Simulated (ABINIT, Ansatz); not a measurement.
## KHF2 (I4/mcm): G0W0 on several meshes in ABINIT

How does the mesh move the gap of KHF2 (I4/mcm)?

Calculated with ABINIT 10.8.3; PBEsol and many-body steps on it, plane waves.

This is a report of a sequence of runs, with most program output left out.

## 1. The starting structure

The structure is tetragonal, space group I4/mcm (No. 140). Conventional cell: a = 5.670 Å, b = 5.670 Å, c = 6.810 Å, α = 90.00°, β = 90.00°, γ = 90.00°. Nearest to K lie 8 F at 2.77 Å. H has 2 F at 1.13 Å nearest. Nearest to F lie 1 H at 1.13 Å and 4 K at 2.77 Å. Farther neighbours and most contacts between anions are not listed.

The cell and positions come from the Crystallography Open Database and are kept as given unless a step says otherwise.

## 2. Empty states on the mesh, 2×2×2 mesh, 221 bands

This step: ABINIT 10.8.3; DFT, PBEsol, plane waves, norm-conserving pseudopotentials.

The sums over transitions need many empty states on a uniform mesh; this step solves for them.

File run.abi:

```
acell 3*1.0 Angstrom
rprim 
  -2.835000000000 2.835000000000 3.405000000000
  2.835000000000 -2.835000000000 3.405000000000
  2.835000000000 2.835000000000 -3.405000000000
ntypat 3
znucl 19 1 9
natom 8
typat 1 1 2 2 3 3 3 3
xred 
  0.250000000000 0.250000000000 -0.000000000000
  0.750000000000 0.750000000000 -0.000000000000
  0.500000000000 -0.000000000000 0.500000000000
  0.000000000000 0.500000000000 0.500000000000
  0.640800000000 0.140800000000 0.781600000000
  0.140800000000 0.359200000000 0.500000000000
  0.359200000000 0.859200000000 0.218400000000
  0.859200000000 0.640800000000 0.500000000000
pp_dirpath "pseudos"
pseudos "K.upf, H.upf, F.upf"
ecut 36
ngkpt 2 2 2
nshiftk 1
shiftk 0 0 0
kptopt 1
chksymbreak 0
iscf -2
irdden 1
istwfk *1
nband 221
nbdbuf 20
tolwfr 1e-09
nstep 60
prtvol 0
indata_prefix "in"
outdata_prefix "out"
tmpdata_prefix "tmp"
```

Run with:

```console
> OMP_NUM_THREADS=1 mpirun -n 4 abinit run.abi > log
```

Elapsed: 86 s, on 4 MPI ranks of Intel Xeon Platinum 8488C (Sapphire Rapids), shared host; peak memory 0.53 GiB.

Numbers from this step:

```
gap                                                           : 7.017 eV
k of the valence top                                          : 0.5, 0.5, 0.5
k of the conduction bottom                                    : 0, 0, 0
least direct gap                                              : 7.072 eV
k points computed                                             : 4
lowest point of the top converged band, above the valence top : 76.3078 eV
```

On this mesh the gap is 7.017 eV.

The density comes from a self-consistent run that is not shown.

## 3. Screening, 2×2×2 mesh, 96 bands, screening to 114.3 eV

The RPA dielectric matrix is built and inverted for each q.

This step: RPA screening on PBEsol, plane waves, norm-conserving pseudopotentials.

run.abi, as its differences from that of step 2:

```diff
@@ -26,10 +26,11 @@
 chksymbreak 0
-iscf -2
-irdden 1
 istwfk *1
-nband 221
-nbdbuf 20
-tolwfr 1e-09
-nstep 60
-prtvol 0
+occopt 1
+irdwfk 1
+optdriver 3
+nband 96
+ecuteps 4.2
+inclvkb 2
+awtr 1
+symchi 1
 indata_prefix "in"
```

Run time: 23 s. Hardware: 4 MPI ranks; peak memory 1.1 GiB; 89 s of CPU time.

Numbers from this step:

- ε∞ with local fields, on this mesh, along the program's q direction: 1.841
- the same without local fields: 1.995
- plasma frequency: 24.59 eV
- plane waves in the screening matrix: 305

Local fields lower ε∞ by 8 %. On a Γ-centred mesh this coarse the value itself is usually too large, while a short band sum pulls it down.

## 4. 2×2×2

The self-energy is evaluated for the states that the input lists, and the levels follow from it, in one-shot runs by the linearised quasiparticle equation.

This step: G0W0 on PBEsol, plane waves, norm-conserving pseudopotentials.

run.abi, as its differences from that of step 3:

```diff
@@ -29,8 +29,17 @@
 irdwfk 1
-optdriver 3
+optdriver 4
 nband 96
+gwcalctyp 0
+ecutsigx 36
+symsigma 1
+nkptgw 2
+kptgw 
+  0.5000000000 0.5000000000 0.5000000000
+  0.0000000000 0.0000000000 0.0000000000
+bdgw 
+  22 26
+  22 26
 ecuteps 4.2
-inclvkb 2
-awtr 1
-symchi 1
+irdscr 1
+ppmodel 1
 indata_prefix "in"
```

The job ended after 8.3 s (4 MPI ranks; peak memory 0.83 GiB).

This step gave:

- G0W0 gap on the points computed: 10.93 eV
- starting gap on the mesh: 7.017 eV
- k of the valence top: 0, 0, 0
- k of the conduction bottom: 0, 0, 0
- Z at the valence top: 0.833
- Z at the conduction bottom: 0.91
- least direct G0W0 gap on the computed points: 10.93 eV

The gap on the mesh goes from 7.02 eV to 10.93 eV, a correction of +3.91 eV.

## 5. Empty states on the mesh, 4×4×4 mesh, 104 bands

This step: DFT, PBEsol, plane waves, norm-conserving pseudopotentials.

run.abi, as its differences from that of step 4:

```diff
@@ -21,3 +21,3 @@
 ecut 36
-ngkpt 2 2 2
+ngkpt 4 4 4
 nshiftk 1
@@ -26,20 +26,10 @@
 chksymbreak 0
+iscf -2
+irdden 1
 istwfk *1
-occopt 1
-irdwfk 1
-optdriver 4
-nband 96
-gwcalctyp 0
-ecutsigx 36
-symsigma 1
-nkptgw 2
-kptgw 
-  0.5000000000 0.5000000000 0.5000000000
-  0.0000000000 0.0000000000 0.0000000000
-bdgw 
-  22 26
-  22 26
-ecuteps 4.2
-irdscr 1
-ppmodel 1
+nband 104
+nbdbuf 8
+tolwfr 1e-09
+nstep 60
+prtvol 0
 indata_prefix "in"
```

Elapsed: 1.9 min, on 4 MPI ranks; peak memory 0.53 GiB.

Numbers from this step:

- gap: 7.017 eV
- k of the valence top: 0.5, 0.5, 0.5
- k of the conduction bottom: 0, 0, 0
- least direct gap: 7.072 eV
- k points computed: 13
- lowest point of the top converged band, above the valence top: 42.50 eV

On this mesh the gap is 7.017 eV.

## 6. Screening, 4×4×4 mesh, 96 bands, screening to 114.3 eV

This step: RPA screening on PBEsol, plane waves, norm-conserving pseudopotentials.

run.abi, as its differences from that of step 5:

```diff
@@ -26,10 +26,11 @@
 chksymbreak 0
-iscf -2
-irdden 1
 istwfk *1
-nband 104
-nbdbuf 8
-tolwfr 1e-09
-nstep 60
-prtvol 0
+occopt 1
+irdwfk 1
+optdriver 3
+nband 96
+ecuteps 4.2
+inclvkb 2
+awtr 1
+symchi 1
 indata_prefix "in"
```

Elapsed: 3.5 min, on 4 MPI ranks; peak memory 2.4 GiB.

This step gave:

* ε∞ with local fields, on this mesh, along the program's q direction: 1.839
* the same without local fields: 1.992
* plasma frequency: 24.59 eV
* plane waves in the screening matrix: 305

## 7. 4×4×4

This step: G0W0 on PBEsol, plane waves, norm-conserving pseudopotentials.

run.abi, as its differences from that of step 6:

```diff
@@ -29,8 +29,17 @@
 irdwfk 1
-optdriver 3
+optdriver 4
 nband 96
+gwcalctyp 0
+ecutsigx 36
+symsigma 1
+nkptgw 2
+kptgw 
+  0.5000000000 0.5000000000 0.5000000000
+  0.0000000000 0.0000000000 0.0000000000
+bdgw 
+  22 26
+  22 26
 ecuteps 4.2
-inclvkb 2
-awtr 1
-symchi 1
+irdscr 1
+ppmodel 1
 indata_prefix "in"
```

Wall time 20 s (4 MPI ranks); peak memory 2.3 GiB.

This step gave:

- G0W0 gap on the points computed: 11.15 eV
- starting gap on the mesh: 7.017 eV
- k of the valence top: 0, 0, 0
- k of the conduction bottom: 0, 0, 0
- Z at the valence top: 0.829
- Z at the conduction bottom: 0.906
- least direct G0W0 gap on the computed points: 11.15 eV

Against G0W0 in ABINIT (2×2×2 mesh, 96 bands, screening to 114.3 eV, Godby-Needs plasmon pole), the gap moves by +0.216 eV.

## 8. The runs together

Times are wall times on 4 MPI ranks of Intel Xeon Platinum 8488C (Sapphire Rapids), shared host, good to a factor of about two. A run's time includes the screening step that it read.

| run | mesh | bands | screening cutoff (eV) | DFT gap (eV) | gap on the mesh (eV) | direct (eV) | ε∞ used | time |
| --- | --- | --- | --- | --- | --- | --- | --- | --- |
| 2×2×2 | 2×2×2 | 96 | 114.3 | 7.017 | 10.930 | 10.930 | 1.84 | 31 s |
| 4×4×4 | 4×4×4 | 96 | 114.3 | 7.017 | 11.146 | 11.146 | 1.84 | 3.9 min |

## 9. Results

| Item | Value |
| --- | --- |
| 2×2×2 | 10.930 eV |
| 4×4×4 | 11.146 eV |
| known limits | not at the basis limit; coarse k mesh |

4×4×4: +0.216 eV against 2×2×2. Bands and cutoff are finite, so the gap is not at the basis limit. The miss can reach some tenths of an eV and take either sign; the mesh is an error of its own. In the G0W0 runs levels were corrected at 2 k points alone, so a gap called «on the mesh» is the least over those, and an edge elsewhere would be missed. The 2×2×2 mesh is coarse for this cell, which bears on the long-range parts of exchange and screening.

[Paths, hosts, dates, memory and timing lines, banners, echoed tables and standing remarks are left out of the program output.]

[Logs are printed without paths, hosts, clocks, repeated set-up lines and the standing remarks that a program may print on its own settings, such as how far it seeks lower states.]

[Runs of the session that timed out or met a known fault of the program may be left out.]

[Hosts, paths, dates, database ids (printed as entryN), source tags and the programs' standing remarks are cut or masked in the printed files.]

[G0W0 gaps are taken among the corrected bands and points alone; a level outside them can change the order at an edge.]

[Where Ansatz stands beside ABINIT at settings called matched, ABINIT's density can come from a denser mesh and the files from another edition; pairs whose starting gaps differed by over 0.03 eV were left out, so agreement reads better than it is.]
